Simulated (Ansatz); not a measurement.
# Ti(0001) with 2 thermally displaced layers, 2x2: scattering by thermal displacements

Wanted: the phonon-limited resistivity of Ti at 500 K by the Landauer route.

Main program and level: Ansatz 0.2.0; Ansatz plane-wave DFT, PBE, PAW files; ballistic transport by layer matching (Landauer), zero bias; PAW set soft_1.

Most raw output is cut from this account.

**1. Set-up**

The cell holds 48 atoms: 48 Ti. Its edges and angles: a = 5.900 Å, b = 5.900 Å, c = 28.116 Å, α = 90.0°, β = 90.0°, γ = 120.0°. It derives from Ti. Regions: lead, 40 atoms (40 Ti); scattering region, 8 atoms (8 Ti). The structure is stacked along c, and the current runs across the ab planes.

**2. With 2 displaced layers**

Each atom of 2 layers is moved at random, by amounts drawn from a normal law 0.0937 Å wide in each direction from the Debye model (420 K) at 500 K. The layers about the cell's end stay perfect and serve as the lead. Disorder leaves little or no symmetry, which makes such runs dear. Energies from -0.05 to 0.05 eV in steps of 0.05 eV are too few for the program's thermal sum, so it prints no conductance; for a metal the transmission near the Fermi level serves, at a fraction of the cost.

Contents of input.yaml:

```yaml
crystal:
  lattice:
    - [5.9, 0.0, 0.0]
    - [-2.95, 5.1095498823, 0.0]
    - [0.0, 0.0, 28.116]
  atoms:
    - { symbol: Ti, position: [0.1666666667, 0.3333333333, 0.0416666667] }
    - { symbol: Ti, position: [0.1666666667, 0.8333333333, 0.0416666667] }
    - { symbol: Ti, position: [0.6666666667, 0.3333333333, 0.0416666667] }
    - { symbol: Ti, position: [0.6666666667, 0.8333333333, 0.0416666667] }
    - { symbol: Ti, position: [0.3333333333, 0.1666666667, 0.125] }
    - { symbol: Ti, position: [0.3333333333, 0.6666666667, 0.125] }
    - { symbol: Ti, position: [0.8333333333, 0.1666666667, 0.125] }
    - { symbol: Ti, position: [0.8333333333, 0.6666666667, 0.125] }
[... 36 atom lines left out ...]
    - { symbol: Ti, position: [0.3333333333, 0.1666666667, 0.9583333333] }
    - { symbol: Ti, position: [0.3333333333, 0.6666666667, 0.9583333333] }
    - { symbol: Ti, position: [0.8333333333, 0.1666666667, 0.9583333333] }
    - { symbol: Ti, position: [0.8333333333, 0.6666666667, 0.9583333333] }
kpoints:
  mp_grid: { grid: [4, 4, 1] }
hamiltonian:
  xc: pbe
  pseudopotentials: { kind: paw, azcp: { folder: soft_1 } }
scf:
  occupations: { method: fermi_dirac, width: 0.1 }
output:
  transmission: { leads: [[0, 8]], kmesh: [8, 8], e_range: [-0.05, 0.05], de: 0.05 }
  write_potential: true
  write_density: true
  volumetric_format: npy
  elf: true
```

Run with:

```
> ansatz run input.yaml --threads 4 --pin off --max-ram 15360MiB --backend cpu --events-out ev --progress --plain --runs-dir out
```

Run time: 5.6 min. Hardware: 4 threads of Intel Xeon Platinum 8488C (Sapphire Rapids), shared host; peak memory 5.9 GiB; 19 min of CPU time.

Numbers from this step:

| Quantity | Value |
| --- | --- |
| free energy | -119984.3691 eV |
| energy at zero smearing | -119983.4302 eV |
| Fermi energy | 13.00 eV |
| cell area | 30.15 Å² |
| transmission per spin nearest the Fermi level | 2.100 |
| open channels per spin nearest the Fermi level | 2.656 |
| step of the lead's potential | 6.2 meV |

Per spin. Transmission, zone mean against energy, zero at the Fermi level:

```
energy (eV)  transmission, zone mean
    -0.0500                     1.84
     0.0000                     2.10
     0.0500                     2.20
```

Per spin. The open channels, zone mean, lead by energy, zero at the Fermi level:

```
energy (eV)  open channels, zone mean, lead
    -0.0500                            2.25
     0.0000                            2.66
     0.0500                            3.22
```

Transmission over k1 and k2. At 0.0000 eV from the Fermi level.

Ten even steps from '0' (0.90) to '9' (4.17):
```
29559100
25333520
05322350
59220229
00532235
20253335
20019559
72115112
```
Columns: k1 (b1) from -0.5 to 0.375; rows upwards: k2 (b2) from -0.5 to 0.375.

Open channels over k1 and k2. At 0.0000 eV from the Fermi level.

Ten even steps from '_' (2.00) to '@' (6.00):
```
__@@::::@@______
__::______::____
__::________::__
++@@__________@@
____::________::
______::______::
________@@::::@@
++______++______
```
Columns: k1 (b1) from -0.5 to 0.375; rows upwards: k2 (b2) from -0.5 to 0.375.

Electrostatic potential energy in the ca plane at fractional y = 0.164, with atoms of Ti within 0.2 Å of it. With pseudopotentials it is smooth inside the atoms' cores, unlike the true potential.

Values in eV, 9 rows by 16 columns, each cell a mean:
```
 12  -1 -19   9  12  12 -16 -14  10   8  10 -18  -2  12  12   3
 14  -8 -28   5  14  12 -21 -18  13  14   7 -27 -10  14  14  -4
 11   4 -11  10   9  12   0   2  13  11  11 -10   3  11  10   6
  4  13  12  13  -2   9  13  13  11   4  13  12  13   5   2  13
  9   8  -3  11   6  11   3   0  12  10  12  -2   7   9   8   9
 14  -7 -27   6  14  13 -17 -22  12  14   7 -26  -9  14  14  -3
 13  -4 -24   8  13  13 -12 -18  12  14   9 -23  -6  13  13   0
  6  11   5  12   3  10   9   7  11   7  13   5  10   7   5  11
  5  12  10  12   0   9   8   9   7  -2  13  10  12   6   3  13
```
Columns run along c (16.0 Å, from fractional 0.22 to 0.78 of the cell; values clipped at the 3rd and 97th percentile), rows up along a (5.9 Å). Atoms in or near the plane, at fractional coordinates: Ti at (0.29, 0.33), Ti at (0.29, 0.83), Ti at (0.46, 0.33), Ti at (0.46, 0.86), Ti at (0.62, 0.33), Ti at (0.62, 0.83).

ELF in the ca plane at fractional y = 0.164, with atoms of Ti within 0.2 Å of it. It is the smooth field of the valence electrons, not physical close to the nuclei.

Values, 9 rows by 16 columns, each cell a mean:
```
0.38 0.29 0.55 0.28 0.35 0.33 0.50 0.46 0.26 0.25 0.28 0.54 0.30 0.38 0.38 0.27
0.62 0.43 0.69 0.37 0.65 0.48 0.58 0.54 0.49 0.64 0.39 0.68 0.45 0.61 0.65 0.40
0.27 0.24 0.40 0.25 0.23 0.28 0.25 0.23 0.32 0.24 0.26 0.38 0.24 0.27 0.26 0.24
0.17 0.37 0.24 0.32 0.21 0.20 0.33 0.33 0.22 0.12 0.33 0.25 0.37 0.17 0.18 0.37
0.21 0.24 0.29 0.25 0.18 0.25 0.23 0.26 0.26 0.17 0.27 0.28 0.24 0.22 0.19 0.24
0.58 0.40 0.68 0.35 0.60 0.47 0.52 0.60 0.40 0.57 0.30 0.67 0.42 0.58 0.59 0.37
0.47 0.34 0.64 0.31 0.47 0.41 0.44 0.53 0.38 0.50 0.27 0.63 0.36 0.48 0.47 0.32
0.18 0.27 0.22 0.27 0.17 0.24 0.25 0.24 0.23 0.16 0.29 0.21 0.27 0.18 0.17 0.28
0.17 0.32 0.21 0.30 0.18 0.21 0.24 0.25 0.20 0.22 0.31 0.20 0.32 0.17 0.17 0.33
```
Columns run along c (16.0 Å, from fractional 0.22 to 0.78 of the cell), rows up along a (5.9 Å). Atoms in or near the plane, at fractional coordinates: Ti at (0.29, 0.33), Ti at (0.29, 0.83), Ti at (0.46, 0.33), Ti at (0.46, 0.86), Ti at (0.62, 0.33), Ti at (0.62, 0.83).

Valence density in the ca plane at fractional y = 0.164, with atoms of Ti within 0.2 Å of it. It is the smooth field of the valence electrons, not physical close to the nuclei.

Values in units of 1e0 e/Å³, 9 rows by 16 columns, each cell a mean:
```
0.2 0.8 3.3 0.3 0.2 0.2 3.1 2.6 0.2 0.3 0.3 3.2 1.0 0.2 0.2 0.6
0.2 1.9 7.9 0.4 0.2 0.2 4.7 4.0 0.2 0.2 0.4 7.5 2.3 0.2 0.2 1.3
0.2 0.5 1.7 0.2 0.3 0.2 0.7 0.6 0.2 0.2 0.2 1.6 0.5 0.2 0.2 0.4
0.4 0.2 0.2 0.2 0.5 0.2 0.2 0.2 0.2 0.3 0.2 0.2 0.2 0.3 0.4 0.2
0.3 0.3 0.8 0.2 0.3 0.2 0.5 0.7 0.2 0.2 0.2 0.8 0.3 0.2 0.3 0.3
0.2 1.7 6.9 0.4 0.2 0.2 3.7 5.2 0.2 0.2 0.3 6.6 2.0 0.2 0.2 1.1
0.2 1.2 4.9 0.3 0.2 0.2 2.5 3.6 0.2 0.2 0.2 4.7 1.4 0.2 0.2 0.8
0.3 0.2 0.4 0.2 0.4 0.2 0.3 0.3 0.2 0.3 0.2 0.4 0.2 0.3 0.3 0.2
0.3 0.2 0.2 0.2 0.4 0.2 0.3 0.3 0.3 0.5 0.2 0.2 0.2 0.3 0.4 0.2
```
Columns run along c (16.0 Å, from fractional 0.22 to 0.78 of the cell), rows up along a (5.9 Å). Atoms in or near the plane, at fractional coordinates: Ti at (0.29, 0.33), Ti at (0.29, 0.83), Ti at (0.46, 0.33), Ti at (0.46, 0.86), Ti at (0.62, 0.33), Ti at (0.62, 0.83).

Over the solved energies the transmission per spin lies between 1.84 and 2.20, out of 2.71 channels of the lead on average (up to 3.22).

**3. With 6 displaced layers**

Each atom of 6 layers is moved at random, by amounts drawn from a normal law 0.0937 Å wide in each direction from the Debye model (420 K) at 500 K. A fresh draw is used; the growth of the resistance with length is what counts.

System of this step: Ti(0001) with 6 thermally displaced layers, 2x2. The cell holds 64 atoms: 64 Ti. Its edges and angles: a = 5.900 Å, b = 5.900 Å, c = 37.488 Å, α = 90.0°, β = 90.0°, γ = 120.0°. It derives from Ti. Regions: lead, 40 atoms (40 Ti); scattering region, 24 atoms (24 Ti). The structure is stacked along c, and the current runs across the ab planes.

Contents of input.yaml:

```yaml
crystal:
  lattice:
    - [5.9, 0.0, 0.0]
    - [-2.95, 5.1095498823, 0.0]
    - [0.0, 0.0, 37.488]
  atoms:
    - { symbol: Ti, position: [0.1666666667, 0.3333333333, 0.03125] }
    - { symbol: Ti, position: [0.1666666667, 0.8333333333, 0.03125] }
    - { symbol: Ti, position: [0.6666666667, 0.3333333333, 0.03125] }
    - { symbol: Ti, position: [0.6666666667, 0.8333333333, 0.03125] }
    - { symbol: Ti, position: [0.3333333333, 0.1666666667, 0.09375] }
    - { symbol: Ti, position: [0.3333333333, 0.6666666667, 0.09375] }
    - { symbol: Ti, position: [0.8333333333, 0.1666666667, 0.09375] }
    - { symbol: Ti, position: [0.8333333333, 0.6666666667, 0.09375] }
[... 52 atom lines left out ...]
    - { symbol: Ti, position: [0.3333333333, 0.1666666667, 0.96875] }
    - { symbol: Ti, position: [0.3333333333, 0.6666666667, 0.96875] }
    - { symbol: Ti, position: [0.8333333333, 0.1666666667, 0.96875] }
    - { symbol: Ti, position: [0.8333333333, 0.6666666667, 0.96875] }
kpoints:
  mp_grid: { grid: [4, 4, 1] }
hamiltonian:
  xc: pbe
  pseudopotentials: { kind: paw, azcp: { folder: soft_1 } }
scf:
  occupations: { method: fermi_dirac, width: 0.1 }
output:
  transmission: { leads: [[0, 8]], kmesh: [8, 8], e_range: [-0.05, 0.05], de: 0.05 }
  write_potential: true
  write_density: true
  volumetric_format: npy
```

Run time: 11 min. Hardware: 4 threads; peak memory 9.4 GiB.

This step gave:

```
free energy                                   : -159978.1490 eV
energy at zero smearing                       : -159976.8538 eV
Fermi energy                                  : 12.99 eV
transmission per spin nearest the Fermi level : 1.351
step of the lead's potential                  : 4.1 meV
```

Per spin. Transmission, zone mean against energy, zero at the Fermi level:

```
energy (eV)  transmission, zone mean
    -0.0500                     1.28
     0.0000                     1.35
     0.0500                     1.39
```

Over the solved energies the transmission per spin lies between 1.28 and 1.39, out of 2.71 channels of the lead on average (up to 3.22).

**4. With 10 displaced layers**

Each atom of 10 layers is moved at random, by amounts drawn from a normal law 0.0937 Å wide in each direction from the Debye model (420 K) at 500 K. A fresh draw is used; the growth of the resistance with length is what counts.

System of this step: Ti(0001) with 10 thermally displaced layers, 2x2. The cell holds 80 atoms: 80 Ti. Its edges and angles: a = 5.900 Å, b = 5.900 Å, c = 46.860 Å, α = 90.0°, β = 90.0°, γ = 120.0°. It derives from Ti. Regions: lead, 40 atoms (40 Ti); scattering region, 40 atoms (40 Ti). The structure is stacked along c, and the current runs across the ab planes.

Contents of input.yaml:

```yaml
crystal:
  lattice:
    - [5.9, 0.0, 0.0]
    - [-2.95, 5.1095498823, 0.0]
    - [0.0, 0.0, 46.86]
  atoms:
    - { symbol: Ti, position: [0.1666666667, 0.3333333333, 0.025] }
    - { symbol: Ti, position: [0.1666666667, 0.8333333333, 0.025] }
    - { symbol: Ti, position: [0.6666666667, 0.3333333333, 0.025] }
    - { symbol: Ti, position: [0.6666666667, 0.8333333333, 0.025] }
    - { symbol: Ti, position: [0.3333333333, 0.1666666667, 0.075] }
    - { symbol: Ti, position: [0.3333333333, 0.6666666667, 0.075] }
    - { symbol: Ti, position: [0.8333333333, 0.1666666667, 0.075] }
    - { symbol: Ti, position: [0.8333333333, 0.6666666667, 0.075] }
[... 68 atom lines left out ...]
    - { symbol: Ti, position: [0.3333333333, 0.1666666667, 0.975] }
    - { symbol: Ti, position: [0.3333333333, 0.6666666667, 0.975] }
    - { symbol: Ti, position: [0.8333333333, 0.1666666667, 0.975] }
    - { symbol: Ti, position: [0.8333333333, 0.6666666667, 0.975] }
kpoints:
  mp_grid: { grid: [4, 4, 1] }
hamiltonian:
  xc: pbe
  pseudopotentials: { kind: paw, azcp: { folder: soft_1 } }
scf:
  occupations: { method: fermi_dirac, width: 0.1 }
output:
  transmission: { leads: [[0, 8]], kmesh: [8, 8], e_range: [-0.05, 0.05], de: 0.05 }
  write_potential: true
  write_density: true
  volumetric_format: npy
```

Elapsed: 12 min, on 4 threads; peak memory 9.4 GiB; 43 min of CPU time.

Numbers from this step:

* free energy: -199971.8120 eV
* energy at zero smearing: -199970.1677 eV
* Fermi energy: 12.98 eV
* transmission per spin nearest the Fermi level: 1.128
* step of the lead's potential: 7 meV

Per spin. Transmission, zone mean against energy, zero at the Fermi level:

```
energy (eV)  transmission, zone mean
    -0.0500                     1.11
     0.0000                     1.13
     0.0500                     1.06
```

Over the solved energies the transmission per spin lies between 1.06 and 1.13, out of 2.71 channels of the lead on average (up to 3.22).

**5. The fit**

This step: Ansatz plane-wave DFT, PBE, PAW files; ballistic transport by layer matching (Landauer), zero bias; resistivity from the slope of the area resistance; PAW set soft_1 (Ansatz 0.2.0).

This step gave:

| Item | Value |
| --- | --- |
| resistivity | 87.68 µΩ cm |
| intercept | 0.1141 fΩ m² |
| scatter about the fit | 0.08516 fΩ m² |

Resistance, by row:

```
run  length (Å)      T  channels N  RA (fΩ m²)
 n2       4.686  2.046       2.708      0.4648
 n6       14.06   1.34       2.708       1.467
n10       23.43  1.098       2.708       2.108
```

Table of area resistance by length of the displaced region:

```
length of the displaced region (Å)  area resistance (fΩ m²)
                              4.69                    0.465
                             14.06                     1.47
                             23.43                     2.11
```

The area resistance goes from 0.46 to 2.1 fΩ m² between 4.7 and 23.4 Å, a slope of 88 µΩ cm.

By hand from the end points: (2.108 − 0.4648) fΩ m² / (23.43 − 4.69) Å = 88 µΩ cm, since 1 fΩ m² per Å is 1000 µΩ cm.

**6. Outcome**

```json
{
 "resistivity from the slope": "87.7 µΩ cm",
 "area resistance over 4.69 Å": "0.465 fΩ m²",
 "area resistance over 14.1 Å": "1.47 fΩ m²",
 "area resistance over 23.4 Å": "2.11 fΩ m²"
}
```

**Reading.** The slope gives 88 µΩ cm. The points scatter by 0.085 fΩ m² about the line, with one random draw a length in a 2x2 cell, so the slope is a rough value. The mean square of the displacements drawn is 0.73, 0.99 and 0.93 of the nominal one at the three lengths; with each resistance scaled back by that, the slope is 88 µΩ cm, the value used below. Read with a model of isotropic scattering on a spherical Fermi surface and the lead's 0.70×10¹⁵ S/m², this slope means a mean free path near 13 Å; over these lengths the model's slope is within 3 % of its bulk resistivity. Uncorrelated displacements put too much weight on short waves, which scatter strongly; with the sideways repeat of a small cell, one draw and three short lengths, the method is good to a factor of two or three.

[Logs are printed without paths, hosts, clocks, repeated set-up lines and the standing remarks that a program may print on its own settings, such as how far it seeks lower states.]

[Hosts, paths, dates, database ids (printed as entryN), source tags and the programs' standing remarks are cut or masked in the printed files.]
